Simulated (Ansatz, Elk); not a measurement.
# How far do independent atoms describe GaSnAs2?

The structure of GaSnAs2 used here is made up (a known structure type with other elements) and was relaxed beforehand with PBE. The aim is the Fourier transform of its all-electron density, F(hkl), set beside the sum over free spherical atoms that refinements use.

Main program and level: Elk 11.2.3 (patched build); DFT, PBE, all-electron APW+lo, Dirac cores, scalar-relativistic bands, static density, no spin.

The structure was built from a prototype and need not be the compound's stable phase.

### 1. The starting structure

The structure is tetragonal, space group I-42d (No. 122). The conventional cell has a = 6.153 Å, b = 6.153 Å, c = 12.020 Å, α = 90.00°, β = 90.00°, γ = 90.00°. Nearest to Sn lie 4 As at 2.77 Å. As has 2 Ga at 2.53 Å and 2 Sn at 2.77 Å nearest. Nearest to Ga lie 4 As at 2.53 Å. Farther neighbours are not listed.

### 2. Ground state and structure factors

An all-electron density is needed, since X-rays see the cores too. Task 0 finds the density and task 195 Fourier-transforms it; tshift is off so that phases refer to the origin typed.

File elk.in:

```
tasks
  0
  195

xctype
  20

spinpol
  .false.

rgkmax
  7.0

gmaxvr
  14.0

lmaxo
  7

lmaxapw
  8

swidth
  0.002

tshift
  .false.

ramdisk
  .false.

hmaxvr
  5.5

maxscl
  120

epspot
  1e-06

sppath
  './'

avec
  -5.81408183890 5.81408183890 11.35748141507
  5.81408183890 -5.81408183890 11.35748141507
  5.81408183890 5.81408183890 -11.35748141507

atoms
  3
  'Sn.in'
  2
  0.2500000000 0.7500000000 0.5000000000   0.000000 0.000000 0.000000
  0.5000000000 0.5000000000 -0.0000000000   0.000000 0.000000 0.000000
  'As.in'
  4
  0.0908226647 0.6250000000 0.9658226647   0.000000 0.000000 0.000000
  0.8750000000 0.9091773353 0.5341773353   0.000000 0.000000 0.000000
  0.6591773353 0.1250000000 0.0341773353   0.000000 0.000000 0.000000
  0.3750000000 0.3408226647 0.4658226647   0.000000 0.000000 0.000000
  'Ga.in'
  2
  0.7500000000 0.2500000000 0.5000000000   0.000000 0.000000 0.000000
  -0.0000000000 -0.0000000000 -0.0000000000   0.000000 0.000000 0.000000

ngridk
  5 5 5
```

On the command line:

```sh
> OMP_NUM_THREADS=4 elk
```

Numbers of over 12 decimals in the logs are rounded to 6 here.

Log:

```text
┌─────────────────────────┐
│ Elk code version 11.2.3 │
└─────────────────────────┘

All units are atomic (Hartree, Bohr, etc.)

┌─────────────────────────────────────────────────┐
│ Ground-state run starting from atomic densities │
└─────────────────────────────────────────────────┘

Lattice vectors :
  -5.814081839       5.814081839       11.35748142
   5.814081839      -5.814081839       11.35748142
   5.814081839       5.814081839      -11.35748142

Reciprocal lattice vectors :
 -0.2333675428E-16  0.5403420077      0.2766099753
  0.5403420077     -0.2333675428E-16  0.2766099753
  0.5403420077      0.5403420077      0.1189207791E-16

Unit cell volume      :    1535.692656
Brillouin zone volume :   0.1615233442

Muffin-tin inner radius fraction :   0.1000000000E-01

Nuclei treated as point charges

Species : 1 (Sn)
 parameters loaded from : Sn.in
 name : tin
 nuclear charge    :   -50.00000000
 electronic charge :    50.00000000
 atomic mass :    216395.0922
 muffin-tin radius :    2.600000000
 number of radial points in muffin-tin :   1193
 inner part over the whole radius :   0.9914297220E-02
 number on inner part of muffin-tin    :    850
 approximate nuclear radius :   0.8828114845E-04
 number of mesh points to nuclear radius :    428
 atomic positions (lattice), magnetic fields (Cartesian) :
  1 :   0.25000000  0.75000000  0.50000000    0.00000000  0.00000000  0.00000000
  2 :   0.50000000  0.50000000  0.00000000    0.00000000  0.00000000  0.00000000

Species : 2 (As)
 parameters loaded from : As.in
 name : arsenic
 nuclear charge    :   -33.00000000
 electronic charge :    33.00000000
 atomic mass :    136573.7220
 muffin-tin radius :    2.363048881
 number of radial points in muffin-tin :    993
 inner part over the whole radius :   0.9907015046E-02
 number on inner part of muffin-tin    :    702
 approximate nuclear radius :   0.7712558785E-04
 number of mesh points to nuclear radius :    342
 atomic positions (lattice), magnetic fields (Cartesian) :
  1 :   0.09082266  0.62500000  0.96582266    0.00000000  0.00000000  0.00000000
  2 :   0.87500000  0.90917734  0.53417734    0.00000000  0.00000000  0.00000000
  3 :   0.65917734  0.12500000  0.03417734    0.00000000  0.00000000  0.00000000
  4 :   0.37500000  0.34082266  0.46582266    0.00000000  0.00000000  0.00000000

Species : 3 (Ga)
 parameters loaded from : Ga.in
 name : gallium
 nuclear charge    :   -31.00000000
 electronic charge :    31.00000000
 atomic mass :    127097.2539
 muffin-tin radius :    2.363048881
 number of radial points in muffin-tin :    993
 inner part over the whole radius :   0.9998286771E-02
 number on inner part of muffin-tin    :    702
 approximate nuclear radius :   0.7562051033E-04
 number of mesh points to nuclear radius :    339
 atomic positions (lattice), magnetic fields (Cartesian) :
  1 :   0.75000000  0.25000000  0.50000000    0.00000000  0.00000000  0.00000000
  2 :   0.00000000  0.00000000  0.00000000    0.00000000  0.00000000  0.00000000

Total number of atoms per unit cell :    8
Total muffin-tin volume :    478.8775336
 ratio of muffin-tin to unit cell volume :   0.3118316232

Spin treatment :
 spin-unpolarised

Number of Bravais lattice symmetries :   16
Number of crystal symmetries         :    8
Crystal has no inversion symmetry
Complex Hermitian eigensolver will be used

k-point grid :      5     5     5
k-point offset :    0.000000000       0.000000000       0.000000000
k-point set is reduced with full crystal symmetry group
Total number of k-points :       24

Muffin-tin radius times maximum |G+k| :    7.000000000
 using average radius
Maximum |G+k| for APW functions       :    2.889831378
Maximum (1/2)|G+k|²                   :    4.175562698
Maximum |G| for potential and density :    14.00000000
Constant for pseudocharge density :    9
 order of it for each species :   16  16  16
 order of it for pair densities of each species (exact exchange by exxq0 0: 17) :   11   9   9
Radial integration step length :    1

[...]
electron entropic           :    -0.12007238774723E-02
 total energy                :     -25293.191108717

Density of states at Fermi energy :    89.15816252
 (states/Hartree/unit cell)

Estimated indirect band gap :   0.2189753294E-02
 from k-point 16 to k-point 7
Estimated direct band gap   :   0.1145586140E-01
 at k-point 22

Charges :
 core                        :    168.0000000
 valence                     :    126.0000000
 interstitial                :    13.17954600
 muffin-tins (core leakage)
  species : 1 (Sn)
[...]
species : 2 (As)
[...]
species : 3 (Ga)
[...]
total in muffin-tins        :    280.8204540
 total calculated charge     :    293.9966735
 total charge                :    294.0000000
 error                       :   0.3326501776E-02

RMS change in Kohn-Sham potential (target) :   0.1464083827     (  0.1000000000E-05)
Absolute change in total energy (target)   :   0.8839787648     (  0.1000000000E-03)

[... loops 3 to 14 left out ...]

┌──────────────────┐
│ Loop number : 15 │
└──────────────────┘

Energies :
 Fermi                       :     0.171084
 sum of occupied eigenvalues :     -14933.778942315
 electron kinetic            :      26223.055355095
 core electron kinetic       :      24753.414756977
 Coulomb                     :     -50696.373344116
 Coulomb potential           :     -40092.026384039
 nuclear-nuclear             :     -2599.8184746547
 electron-nuclear            :     -56148.699858876
 Hartree                     :      8052.1449894143
 Madelung                    :     -30650.360152097
 xc potential                :     -1064.8079133705
 exchange                    :     -802.64246759999
 correlation                 :     -14.832619756802
 electron entropic           :    -0.12239949620232E-02
 total energy                :     -25290.794300374

Density of states at Fermi energy :    90.41104597
 (states/Hartree/unit cell)

Estimated indirect band gap :   0.1427449047E-02
 from k-point 7 to k-point 4
Estimated direct band gap   :   0.1147532261E-01
 at k-point 19

Charges :
 core                        :    168.0000000
 valence                     :    126.0000000
 interstitial                :    13.25210237
 muffin-tins (core leakage)
  species : 1 (Sn)
[...]
species : 2 (As)
[...]
species : 3 (Ga)
[...]
total in muffin-tins        :    280.7478976
 total calculated charge     :    293.9967634
 total charge                :    294.0000000
 error                       :   0.3236618465E-02

RMS change in Kohn-Sham potential (target) :   0.6769000871E-07 (  0.1000000000E-05)
Absolute change in total energy (target)   :   0.4868939504E-04 (  0.1000000000E-03)

Convergence targets achieved

┌──────────────────┐
│ Loop number : 16 │
└──────────────────┘

Energies :
 Fermi                       :     0.171084
 sum of occupied eigenvalues :     -14933.778954537
 electron kinetic            :      26223.055342746
 core electron kinetic       :      24753.414748958
 Coulomb                     :     -50696.373342976
 Coulomb potential           :     -40092.026384199
 nuclear-nuclear             :     -2599.8184746547
 electron-nuclear            :     -56148.699855988
 Hartree                     :      8052.1449876674
 Madelung                    :     -30650.360150876
 xc potential                :     -1064.8079130845
 exchange                    :     -802.64246746037
 correlation                 :     -14.832619769543
 electron entropic           :    -0.12239949210361E-02
 total energy                :     -25290.794311454

Density of states at Fermi energy :    90.41103992
 (states/Hartree/unit cell)

Estimated indirect band gap :   0.1427452633E-02
 from k-point 7 to k-point 13
Estimated direct band gap   :   0.1147531199E-01
 at k-point 19

Charges :
 core                        :    168.0000000
 valence                     :    126.0000000
 interstitial                :    13.25210239
 muffin-tins (core leakage)
  species : 1 (Sn)
[...]
species : 2 (As)
[...]
atom 4                    :    31.35954133     (  0.1778539469E-03)
  species : 3 (Ga)
   atom 1                    :    29.56693000     (  0.9109515139E-03)
   atom 2                    :    29.56693000     (  0.9109515139E-03)
 total in muffin-tins        :    280.7478976
 total calculated charge     :    293.9967634
 total charge                :    294.0000000
 error                       :   0.3236618547E-02

┌──────────────────────────────┐
│ Self-consistent loop stopped │
└──────────────────────────────┘

Warning : core states of species 2 leak from the muffin-tin :   0.1778539469E-03

Warning : core states of species 3 leak from the muffin-tin :   0.9109515139E-03

Wrote STATE.OUT
```

It took 2.6 min on 4 threads of Arm Neoverse V1, shared host; peak memory 0.4 GiB.

SFACRHO.OUT:

```text

h k l indices transformed by vhmat matrix:
   1.000000000       0.000000000       0.000000000    
   0.000000000       1.000000000       0.000000000    
   0.000000000       0.000000000       1.000000000    

      h      k      l  multipl.   |H|            Re(F)            Im(F)           |F|

      0      0      0      1   0.0000000       294.00000     -0.56607021E-15   294.00000    
     -1     -1      1      2  0.55321995      0.69264055E-13  0.57741545E-14  0.69504317E-13
      0     -1      0      4  0.60702765      -8.4943771       8.4943771       12.012863    
      1      0     -1      4  0.60702765      -8.4943771      -8.4943771       12.012863    
      1     -1      0      4  0.76415900       0.0000000     -0.46096029E-13  0.46096029E-13
     -2      0      1      4  0.94339349       141.97323      -112.71045       181.27340    
      2      0     -1      4  0.94339349       141.97323       112.71045       181.27340    
      2      1     -2      4  0.99024603      -25.141525       25.141525       35.555486    
     -2     -1      2      4  0.99024603      -25.141525      -25.141525       35.555486    
     -1      1     -1      4   1.0806840       31.307291     -0.10477028E-13   31.307291    
     -2     -2      2      2   1.1064399       26.209569      0.39675895E-13   26.209569    
      2      0     -2      4   1.2140553     -0.15984013E-12   4.8882594       4.8882594    
     -2      0      2      4   1.2140553     -0.15984013E-12  -4.8882594       4.8882594    
      1      0      1      4   1.2395001      -8.0229724      -39.555244       40.360691    
      2     -1      0      4   1.2395001      -39.555244      -8.0229724       40.360691    
      1     -2      1      4   1.2395001      -39.555244       8.0229724       40.360691    
     -1      2      0      4   1.2395001      -8.0229724       39.555244       40.360691    
     -2     -2      1      4   1.3446740     -0.53280042E-14  0.14453577E-12  0.14463394E-12
```

Elk indexes on the primitive cell of elk.in and gives |H| = 4π sin θ/λ in inverse bohr. Below, one row stands for each form hkl of the conventional cell (m members, Friedel mates merged), F is for one primitive cell and the density is static (no thermal factor). Free-atom factors are Waasmaier and Kirfel's, and R is Σm||F|−|F'||/Σm|F|.

| hkl | m | sin θ/λ (Å⁻¹) | abs F, DFT | neutral atoms | diff. | abs of complex diff. |
| --- | --- | --- | --- | --- | --- | --- |
| 002 | 2 | 0.083 | 0.000 | 0.000 | +0.000 | 0.000 |
| 101 | 8 | 0.091 | 12.013 | 12.113 | -0.100 | 0.100 |
| 110 | 4 | 0.115 | 0.000 | 0.000 | +0.000 | 0.000 |
| 112 | 8 | 0.142 | 181.273 | 180.671 | +0.602 | 0.745 |
| 103 | 8 | 0.149 | 35.555 | 35.509 | +0.046 | 0.046 |
| 200 | 4 | 0.163 | 31.307 | 31.684 | -0.377 | 0.377 |
| 004 | 2 | 0.166 | 26.210 | 26.542 | -0.332 | 0.332 |
| 202 | 8 | 0.183 | 4.888 | 4.890 | -0.002 | 0.002 |
| 211 | 16 | 0.186 | 40.361 | 40.319 | +0.042 | 0.047 |
| 114 | 8 | 0.202 | 0.000 | 0.000 | +0.000 | 0.000 |
| 213 | 16 | 0.220 | 23.508 | 23.539 | -0.031 | 0.118 |
| 105 | 8 | 0.223 | 31.906 | 31.798 | +0.108 | 0.108 |
| 220 | 4 | 0.230 | 215.760 | 216.241 | -0.481 | 0.481 |
| 204 | 8 | 0.233 | 219.361 | 219.920 | -0.559 | 0.559 |

### 3. The highest occupied states alone

An energy window below the Fermi level keeps the highest occupied states, to see at which angles they scatter; shallow core shells can lie inside it and anion s states outside. No new self-consistency is needed.

elk.in, as its differences from that of step 2:

```diff
@@ -1,3 +1,2 @@
 tasks
-  0
   195
@@ -40,2 +39,5 @@
 
+wsfac
+  -0.269910 0.471080
+
 sppath
```

On the command line:

```sh
> OMP_NUM_THREADS=4 elk
```

Log:

```text
┌─────────────────────────────────┐
│ Elk code version 11.2.3 started │
└─────────────────────────────────┘

Info(readinput): the functional depends on the density's gradient
 muffin-tin radial points multiplied by    2.00000
 (not where nrmtscf is given)

┌────────────────────┐
│ Current task : 195 │
└────────────────────┘
Info(checkmt): changed muffin-tin radius of species 2 (As) from   2.4000 to   2.3630
Info(checkmt): changed muffin-tin radius of species 3 (Ga) from   2.4000 to   2.3630

Info(sfacrho): density structure factors written to SFACRHO.OUT

 Energy window :  -0.2699100000      0.4710800000

┌──────────────────┐
│ Elk code stopped │
└──────────────────┘
```

Elapsed: 39 s, on 4 threads; peak memory 0.26 GiB; 43 s of CPU time.

States within 12 eV below the Fermi level hold 32.32 electrons; any levels below the window count with the cores, and a count that is not whole means the window cuts a band. Their amplitudes can exceed the total, where window and core parts have opposite phase:

| hkl | sin θ/λ (Å⁻¹) | abs F, window | abs F, all |
| --- | --- | --- | --- |
| 002 | 0.083 | 0.000 | 0.000 |
| 101 | 0.091 | 0.821 | 12.013 |
| 110 | 0.115 | 0.000 | 0.000 |
| 112 | 0.142 | 8.955 | 181.273 |
| 103 | 0.149 | 0.814 | 35.555 |
| 200 | 0.163 | 3.040 | 31.307 |
| 004 | 0.166 | 3.117 | 26.210 |
| 202 | 0.183 | 0.178 | 4.888 |
| 211 | 0.186 | 0.838 | 40.361 |
| 114 | 0.202 | 0.000 | 0.000 |

### 4. Another functional

The difference from free atoms is small, so it is set against the change that LDA (Perdew-Wang) makes.

elk.in, as its differences from that of step 3:

```diff
@@ -1,2 +1,3 @@
 tasks
+  0
   195
@@ -4,3 +5,3 @@
 xctype
-  20
+  3
 
@@ -39,5 +40,2 @@
 
-wsfac
-  -0.269910 0.471080
-
 sppath
```

On the command line:

```sh
> OMP_NUM_THREADS=4 elk
```

Log:

```text
┌─────────────────────────┐
│ Elk code version 11.2.3 │
└─────────────────────────┘

All units are atomic (Hartree, Bohr, etc.)

┌─────────────────────────────────────────────────┐
│ Ground-state run starting from atomic densities │
└─────────────────────────────────────────────────┘

Lattice vectors :
  -5.814081839       5.814081839       11.35748142
   5.814081839      -5.814081839       11.35748142
   5.814081839       5.814081839      -11.35748142

Reciprocal lattice vectors :
 -0.2333675428E-16  0.5403420077      0.2766099753
[...]
species : 3 (Ga)
   atom 1                    :    29.58637533     (  0.9338006078E-03)
   atom 2                    :    29.58637533     (  0.9338006078E-03)
 total in muffin-tins        :    280.8304287
 total calculated charge     :    293.9967177
 total charge                :    294.0000000
 error                       :   0.3282250708E-02

┌──────────────────────────────┐
│ Self-consistent loop stopped │
└──────────────────────────────┘

Warning : core states of species 2 leak from the muffin-tin :   0.1765282748E-03

Warning : core states of species 3 leak from the muffin-tin :   0.9338006078E-03

Wrote STATE.OUT
[key lines of the parts left out:]
total energy                :     -25262.449627105
```

Wall time 1.9 min (4 threads); peak memory 0.32 GiB.

Against the first run R = 0.05 %; the largest change is -0.111 at 228.

### 5. Basis size

The basis and the expansions that go with it are enlarged, to see whether the differences are converged.

elk.in, as its differences from that of step 4:

```diff
@@ -5,3 +5,3 @@
 xctype
-  3
+  20
 
@@ -11,12 +11,12 @@
 rgkmax
-  7.0
+  8.5
 
 gmaxvr
-  14.0
+  18.0
 
 lmaxo
-  7
+  9
 
 lmaxapw
-  8
+  10
```

On the command line:

```sh
> OMP_NUM_THREADS=4 elk
```

Log:

```text
┌─────────────────────────┐
│ Elk code version 11.2.3 │
└─────────────────────────┘

All units are atomic (Hartree, Bohr, etc.)

┌─────────────────────────────────────────────────┐
│ Ground-state run starting from atomic densities │
└─────────────────────────────────────────────────┘

Lattice vectors :
  -5.814081839       5.814081839       11.35748142
   5.814081839      -5.814081839       11.35748142
   5.814081839       5.814081839      -11.35748142

Reciprocal lattice vectors :
 -0.2333675428E-16  0.5403420077      0.2766099753
[...]
species : 3 (Ga)
   atom 1                    :    29.57189631     (  0.9097145461E-03)
   atom 2                    :    29.57189631     (  0.9097145461E-03)
 total in muffin-tins        :    280.7803585
 total calculated charge     :    293.9971832
 total charge                :    294.0000000
 error                       :   0.2816779918E-02

┌──────────────────────────────┐
│ Self-consistent loop stopped │
└──────────────────────────────┘

Warning : core states of species 2 leak from the muffin-tin :   0.1776852019E-03

Warning : core states of species 3 leak from the muffin-tin :   0.9097145461E-03

Wrote STATE.OUT
[key lines of the parts left out:]
total energy                :     -25290.832088762
```

Wall time 8 min (4 threads); peak memory 0.89 GiB.

Against the first run R = 0.01 %; the largest change is -0.017 at 424.

### 6. Settings against the effect

```csv
run,R against the first run (%),"R against neutral atoms, low angle (%)",wall time
"PBE, rgkmax 7",0.00,0.39,2.6 min
LDA (Perdew-Wang),0.05,0.38,1.9 min
rgkmax 8.5 with larger expansions,0.01,0.39,8 min
```

### 7. Summary of results

```yaml
r_against_neutral_atoms_sin_theta_lambda_0p3_a_minus1: 0.39 %
r_against_neutral_atoms_0p3_to_0p60_a_minus1: 0.14 %
```

In words: Independent neutral atoms miss the calculated amplitudes by R = 0.39 % below 0.3 Å⁻¹ and 0.14 % from there to 0.60 Å⁻¹; by shells, 0.33 % below 0.15 Å⁻¹ (3 forms), 0.40 % 0.15 to 0.3 (17 forms), 0.16 % 0.3 to 0.45 (40 forms), 0.13 % above 0.45 (72 forms). Bonding, aspherical density and the tables' own atoms all enter these figures, and the runs don't part them. The largest change of an amplitude is -0.82 electrons, at 116. R counts amplitudes alone; phases shift too. The window's part falls from 32.3 electrons at the origin to at most 0.45 between 0.45 and 0.60 Å⁻¹. Below 0.3 Å⁻¹ the changes that finished (LDA (Perdew-Wang) and rgkmax 8.5 with larger expansions) move F by R = 0.01 % at most, against the 0.39 % that separates it from free atoms. The k-mesh has no finished test. Part of the difference isn't bonding: the tables are fits to free atoms and ions calculated by other methods than this functional. Thermal motion, anomalous dispersion and extinction are left out.

[Logs are printed without paths, hosts, clocks, repeated set-up lines and the standing remarks that a program may print on its own settings, such as how far it seeks lower states.]

[Hosts, paths, dates, database ids (printed as entryN), source tags and the programs' standing remarks are cut or masked in the printed files.]
